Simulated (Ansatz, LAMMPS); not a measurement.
# Aqueous NH4+ and HCO3-, 1.1 mol of salt per kg of water, from a frame at 280 K (166 atoms): geometry optimisation, part 3 of 3

Aim: bring aqueous NH4+ and HCO3-, 1.1 mol of salt per kg of water, from a frame at 280 K (166 atoms) to a nearby minimum of the energy and see what moves.

Ansatz 0.2.0; Kohn-Sham DFT, PBE+D4, PAW (set soft_2), plane waves.

The cell: 1 N, 109 H, 55 O and 1 C. The network of contacts between molecules at the start is that of the classical potential that made the cell. The concentration wasn't checked against solubility and may exceed it. The density was typed from a rule of thumb and may lie off the real one at this temperature. The Brillouin zone is sampled at Γ only, in a cell whose shortest periodic width is 12 Å.

So far. Step 4 (Relaxation): The relaxation changed the energy by -62.5 meV/atom, and atoms moved by 0.84 Å r.m.s., 2.3 Å at most.

**6. Single point at the relaxed geometry**

The electronic structure is read at the final geometry, in a run of its own.

Contents of input.yaml:

```yaml
crystal:
  lattice:
    - [11.76822, 0.0, 0.0]
    - [0.0, 11.76822, 0.0]
    - [0.0, 0.0, 11.76822]
  atoms:
    - { symbol: "N", position: [0.21085, 0.13364, 0.28524] }
    - { symbol: H, position: [0.14371, 0.09007, 0.24722] }
    - { symbol: H, position: [0.27385, 0.07958, 0.31719] }
    - { symbol: H, position: [0.25119, 0.18304, 0.22244] }
    - { symbol: H, position: [0.17457, 0.1848, 0.34779] }
    - { symbol: O, position: [0.77007, 0.03388, 0.58951] }
    - { symbol: C, position: [0.8114, 0.09652, 0.50039] }
    - { symbol: O, position: [0.90797, 0.07194, 0.4602] }
    - { symbol: O, position: [0.74771, 0.1767, 0.46649] }
    - { symbol: H, position: [0.82743, 0.97346, 0.61476] }
    - { symbol: O, position: [0.3195, 0.71605, 0.8317] }
    - { symbol: H, position: [0.37492, 0.66221, 0.8637] }
    - { symbol: H, position: [0.30628, 0.77718, 0.88758] }
    - { symbol: O, position: [0.11609, 0.43109, 0.57386] }
    - { symbol: H, position: [0.0642, 0.4949, 0.58086] }
    - { symbol: H, position: [0.07836, 0.37451, 0.52464] }
    - { symbol: O, position: [0.74675, 0.606, 0.83948] }
    - { symbol: H, position: [0.82745, 0.58628, 0.82287] }
    - { symbol: H, position: [0.70049, 0.56152, 0.7847] }
    - { symbol: O, position: [0.03036, 0.39403, 0.22456] }
    - { symbol: H, position: [0.08533, 0.44949, 0.19181] }
    - { symbol: H, position: [0.01619, 0.34453, 0.15767] }
    - { symbol: O, position: [0.9325, 0.88233, 0.31768] }
    - { symbol: H, position: [0.85977, 0.85195, 0.28446] }
    - { symbol: H, position: [0.9126, 0.93749, 0.37731] }
    - { symbol: O, position: [0.17613, 0.53259, 0.10576] }
    - { symbol: H, position: [0.20527, 0.49448, 0.03391] }
    - { symbol: H, position: [0.24102, 0.52918, 0.15926] }
    - { symbol: O, position: [0.26446, 0.91236, 0.50364] }
    - { symbol: H, position: [0.31079, 0.86968, 0.56171] }
    - { symbol: H, position: [0.32104, 0.95675, 0.45964] }
    - { symbol: O, position: [0.80316, 0.38419, 0.08326] }
    [... 128 atom lines left out ...]
    - { symbol: O, position: [0.43238, 0.63846, 0.47353] }
    - { symbol: H, position: [0.42937, 0.69124, 0.53994] }
    - { symbol: H, position: [0.5132, 0.62222, 0.45716] }
    - { symbol: O, position: [0.9276, 0.32221, 0.75342] }
    - { symbol: H, position: [0.90538, 0.3433, 0.67382] }
    - { symbol: H, position: [0.94728, 0.39672, 0.78755] }
kpoints:
  mp_grid: { grid: [1, 1, 1] }
hamiltonian:
  xc: pbe
  dispersion: d4
scf:
  occupations: { method: fixed }
output:
  forces: true
  stress: true
  populations: true
  dos:
    method: { smearing: { sigma: 0.1 } }
    de: 0.1
    projected: { site_lists: { C: [C], H: [H], "N": ["N"], O: [O] } }
  eigenvalues: true
  write_density: true
  write_potential: true
  volumetric_format: npy
```

The run is started by

```bash
$ ansatz run input.yaml --threads 4 --pin off --max-ram 8192MiB --backend cpu --events-out ev --progress --plain --runs-dir out
```

Numbers of over 12 decimals in the logs are rounded to 6 here.

Log:

```text
[...]
Crystal: 166 atoms, lattice volume = 1629.793 Å³
Basis set: ecut = 420 eV, 31799 PW (Γ), exchange–correlation on 160×160×160 points (8 copies of the dense FFT grid, shifted against one another)
Bands: 390, of which v1, the nominal top of the filled ones, is band 224 counted from 1 (223 counted from 0)
Symmetry: 1 space group operations
[...]
k-points: 1
[...]
SCF iter   1: F=—  HF=-33610.022786 eV  |F-HF|=—  |Δ(HF+E_count)|=         —  Δρ=2.90e-3  dr2=1.89e-1  ethr=1.77e-3  ⟨swp⟩=5.0  Hψ=1316  notcnv=0  defer=158
[...]
SCF iter   9: F=-33609.866706 eV  HF=-33609.866706 eV  |F-HF|=6.81e-8  |Δ(HF+E_count)|=   2.58e-7  Δρ=1.71e-6  dr2=4.99e-8  ethr=2.23e-11  ⟨swp⟩=19.0  Hψ=3961  notcnv=0
SCF 1 converged in 9 iterations: F = -33609.866706 eV  dr2 = 4.99e-8
[...]
WARN: The input density's exchange-correlation potential varies sharply where the density is thin. Do not read a vacuum level from v_tot or v_xc, or from such a field of the output density. On a cell that repeats whose density bears no net charge and no dipole along the vacuum's axis use v_es (v_loc + v_h of the components); [...]
SCF converged after 9 iterations
Free energy (F): -33609.866706 eV
[...]
Internal energy: -33609.866706 eV  (E = F + TS)
E sigma→0 (E₀):  -33609.866706 eV
Fermi energy:    -2.455464 eV
[...]
--- Forces (eV/Å), atoms counted from 1 ---
  atom   1  N     -0.01323886     0.03064136     0.00239828
  atom   2  H      0.00205871    -0.00028750    -0.00431055
  atom   3  H      0.02532702    -0.01854196     0.00093263
  atom   4  H     -0.00561313    -0.01347269     0.00556477
  atom   5  H     -0.00445638    -0.00079555    -0.00173248
  atom   6  O      0.01112400     0.01943116    -0.02105081
  atom   7  C     -0.01644685     0.00220285    -0.01142696
  atom   8  O     -0.01656817     0.00767815     0.01591473
  atom   9  O      0.02513561    -0.02592014     0.01229158
  atom  10  H     -0.00079616    -0.00281124     0.00110550
  atom  11  O      0.00691151    -0.00226553     0.00572510
  atom  12  H     -0.00095286    -0.00136637    -0.00245426
  atom  13  H     -0.00344116     0.00149186    -0.00372735
  atom  14  O     -0.02030911     0.00250054    -0.00848517
[...]
atom 165  H     -0.00116241     0.00082441    -0.00777600
  atom 166  H     -0.00046377    -0.00300327     0.00177495
  max |Σ_I F_I| component: 4.13e-5 eV/Å
--- Stress (GPa, compression-positive) ---
        0.084931       0.085692       0.192056
        0.085692      -0.287052      -0.016416
        0.192056      -0.016416      -0.342739
  P = ⅓ Tr σ = -0.1816 GPa (-1.816 kbar)
--- Band table (eV) ---
[...]
--- Löwdin populations: 166 sites ---
  site symbol       q [e]
     0      N      5.5525
     1      H      0.6683
     2      H      0.6732
[...]
165      H      0.6096
  spilling = 0.010790 (of n_electrons = 448.000000)
```

The job ended after 34 s (4 threads of Arm Neoverse V1, shared host; peak memory 2 GiB; 2.2 min of CPU time).

The program notes that the exchange-correlation potential is rough where the density is thin.

Read from the output:

- free energy: -33609.8667 eV
- free energy per atom: -202.4691 eV/atom
- SCF cycles: 9
- pressure: -0.1816 GPa
- r.m.s. force component: 0.00613 eV/Å
- longest force: 0.03814 eV/Å
- Fermi energy: -2.455 eV
- gap (highest filled to lowest empty level): 4.859 eV
- spilling of the projection: 0.01079

Löwdin charges by element and coordination (they lack the spilled electrons, 0.029 e an atom on average):

```tsv
element	coordination	atoms	mean charge (e)	spread	least	most
C	all	1	0.705	0	0.705	0.705
H	all	109	0.384	0.0127	0.327	0.415
N	all	1	-0.552	0	-0.552	-0.552
O	all	55	-0.676	0.0439	-0.735	-0.475
O	1	2	-0.513	0.003	-0.516	-0.510
O	2	53	-0.682	0.031	-0.735	-0.475
```

States in the cell by windows of 1 eV, zero at the Fermi level; the larger projections on atomic orbitals stand beside the total:

```tsv
from (eV)	to (eV)	total	O p	H s	O s
-18	-17	22.7	0.6	4.6	17.3
-17	-16	2.0	0.0	0.7	0.1
-16	-10	0.0	0.0	0.0	0.0
-10	-9	1.2	0.7	0.2	0.1
-9	-8	0.8	0.5	0.1	0.1
-8	-7	8.1	5.5	2.2	0.1
-7	-6	81.8	53.6	23.5	0.2
-6	-5	26.1	17.7	6.1	0.6
-5	-4	12.0	8.9	1.5	1.3
-4	-3	41.5	32.6	3.9	4.4
-3	-2	42.7	36.1	2.1	3.8
-2	-1	40.3	38.6	0.4	0.7
-1	0	80.7	79.2	0.4	0.1
0	1	0.9	0.9	0.0	0.0
1	4	0.0	0.0	0.0	0.0
4	5	2.0	0.0	1.2	0.5
```

With fixed occupations the program's Fermi level is the highest filled level; weight inside the gap is the broadening of levels at its edges.

Between -22 and -18 eV lie 87 more states.

The levels nearest the highest filled one (over half full), pooled over k-points and spins:

```tsv
level less the highest filled one (eV)	occupation
-0.277	2
-0.255	2
-0.203	2
-0.160	2
-0.0848	2
0	2
4.86	0
5.71	0
6.19	0
6.33	0
6.38	0
6.41	0
```

Valence density in the ac plane at fractional y = 0.080, with atoms of H and C and O within 0.2 Å of it. It is the smooth field of the valence electrons, not physical close to the nuclei.

Ten steps, logarithmic in the rise over the least value, from '0' (0.0 e/Å³) to '9' (6.0 e/Å³), each cell a mean:
```
244310000000122343210000001110001
345420000012356532100000012221001
234310000013689742000000123431001
233321000013688742000001233321000
245431000002345421000001343310001
245531000000111110000001233210001
134531000000000000000001233210000
123321000000000000000001233210000
134432000000000000000012455320000
235532100000000000000013677531101
234321000000000000000013577643322
222110000000000000000012467777763
210000000000000000000012456789985
100000000000111100000001234568974
000000112112333321110000111234542
000012345533455542110000000011110
111135667643344431100000000000000
332356665421121110000000000000123
775345443110000000000001111111357
986322111000000000000123553111368
764210000000000001111346764101246
332100000000000122333356653100013
222100000000001234443234432000001
233210000000001244332112211000001
```
Columns run along a (11.8 Å), rows up along c (11.8 Å). Atoms in or near the plane, at fractional coordinates: H at (0.14, 0.25), H at (0.27, 0.32), C at (0.81, 0.50), O at (0.91, 0.46), H at (0.76, 0.15), H at (0.46, 0.34).

Electrostatic potential energy in the ac plane at fractional y = 0.080, with atoms of H and C and O within 0.2 Å of it. With pseudopotentials it is smooth inside the atoms' cores, unlike the true potential.

Values in eV, 13 rows by 16 columns, each cell a mean:
```
 -2  -5   3   4   4   3   1  -2  -2   3   4   4   3   2   3   3
 -2  -7   3   4   4   2 -22 -17   3   4   4   4  -1  -6   2   3
  3   0   3   4   4   4   0  -1   3   4   4   3   1   1   3   4
  2 -10   1   4   4   5   5   4   4   4   3   2  -3   1   3   4
  3   1   3   4   5   5   5   5   4   4   3   2  -4   1   3   3
 -1   1   4   4   5   5   5   5   4   4   4  -1 -23 -10   1   2
  1   2   4   4   4   5   5   4   4   4   4   1 -22 -29 -24  -9
  4   3   3   3   3   4   3   2   3   4   4   3  -1  -5 -16  -4
  4   3   1  -5 -17   0   0 -17   1   4   4   4   3   4   4   4
  0  -1 -19 -12  -5   2   3   2   4   4   4   4   3   4   3   0
-27   0  -1   2   3   4   4   4   4   4   4  -3 -11   2   0 -18
 -2   3   4   4   4   4   4   5   3  -4   1 -10  -8   2   3   2
  0   2   4   4   4   4   4   2   0  -3   2   2   1   3   4   3
```
Columns run along a (11.8 Å; values clipped at the 3rd and 97th percentile), rows up along c (11.8 Å). Atoms in or near the plane, at fractional coordinates: H at (0.14, 0.25), H at (0.27, 0.32), C at (0.81, 0.50), O at (0.91, 0.46), H at (0.76, 0.15), H at (0.46, 0.34).

Mean Löwdin charges: C +0.70, H +0.38, N -0.55, O -0.68 e (they miss 1.1 % of the electrons, so they add up to more than the cell's charge). The largest share in the top eV of filled states is O p (99 % of the projected weight), and in the lowest eV of empty states H s (40 % of the projected weight).

Local excerpt of 16 atoms (numbers count through the whole input) about O32, picked at random; x, y, z are measured from there.

```tsv
atom	x	y	z	distance (Å)	bonds	Löwdin charge (e)
O32	0.00	0.00	0.00	0.00	2	-0.69
H34	0.19	0.95	0.17	0.99	1	0.39
H33	-0.93	0.00	-0.38	1.00	1	0.38
H97	1.39	-0.74	-0.74	1.74	1	0.38
H133	0.11	-1.32	1.21	1.80	1	0.39
O89	-2.59	0.06	-0.66	2.67	2	-0.68
O95	2.28	-1.19	-0.73	2.68	2	-0.70
H22	2.51	-0.47	0.88	2.70	1	0.38
H91	-2.74	0.24	0.31	2.77	1	0.38
O131	0.26	-2.20	1.65	2.77	2	-0.68
O137	0.25	2.90	-0.16	2.91	2	-0.68
H138	-0.24	2.78	-1.00	2.96	1	0.39
H90	-2.82	-0.90	-0.74	3.06	1	0.39
O20	2.67	0.12	1.66	3.15	2	-0.69
H60	1.36	1.09	2.67	3.19	1	0.39
H96	2.83	-0.67	-1.34	3.21	1	0.40
```

The column of bonds counts only the pairs H-O within 1.21 Å, H-N within 1.27 Å, O-C within 1.73 Å; other neighbours, such as metal atoms beside each other in a compound, aren't counted, and periodic images can show an atom twice.

**7. Outcome**

* energy change in the relaxation: -62.49 meV/atom
* r.m.s. displacement: 0.841 Å
* largest displacement: 2.298 Å
* free energy per atom: -202.4691 eV/atom
* pressure: -0.1816 GPa
* r.m.s. force component: 0.00613 eV/Å
* gap (highest filled to lowest empty level): 4.859 eV
* wall time of the 3 DFT runs: 11 min

**Reading.** Relaxation lowers the energy by 62.5 meV/atom and moves atoms by 0.84 Å r.m.s.; the r.m.s. force component goes from 0.55 to 0.0061 eV/Å, the pressure goes from -1.2 to -0.18 GPa, and the gap from 3.20 to 4.86 eV. By the final cutoffs no bond was broken or made. First to last step the energy falls by 10.373 eV; the largest move, 2.30 Å, is that of H106, with 1 other atom within 2 % of it. The H-N bonds go from 1.022 Å (spread 0.012) to 1.046 Å (spread 0.004). With the cutoffs above, all C atoms have 3, all H atoms have 1, all N atoms have 4 and 96 % of O atoms have 2 bonded neighbours. The 52 water molecules hold 3.58 hydrogen bonds each to other water on average, with a mean O–O distance of 2.75 Å. The highest filled and lowest empty levels differ by 4.86 eV (at Γ alone); a semilocal functional tends to put such gaps too low. In a disordered cell it changes from sample to sample and from frame to frame.

**Limits.** The network of contacts between molecules at the start is that of the classical potential that made the cell; in DFT atoms moved by 0.84 Å r.m.s.

[Logs are printed without paths, hosts, clocks, repeated set-up lines and the standing remarks that a program may print on its own settings, such as how far it seeks lower states.]

[Hosts, paths, dates, database ids (printed as entryN), source tags and the programs' standing remarks are cut or masked in the printed files.]
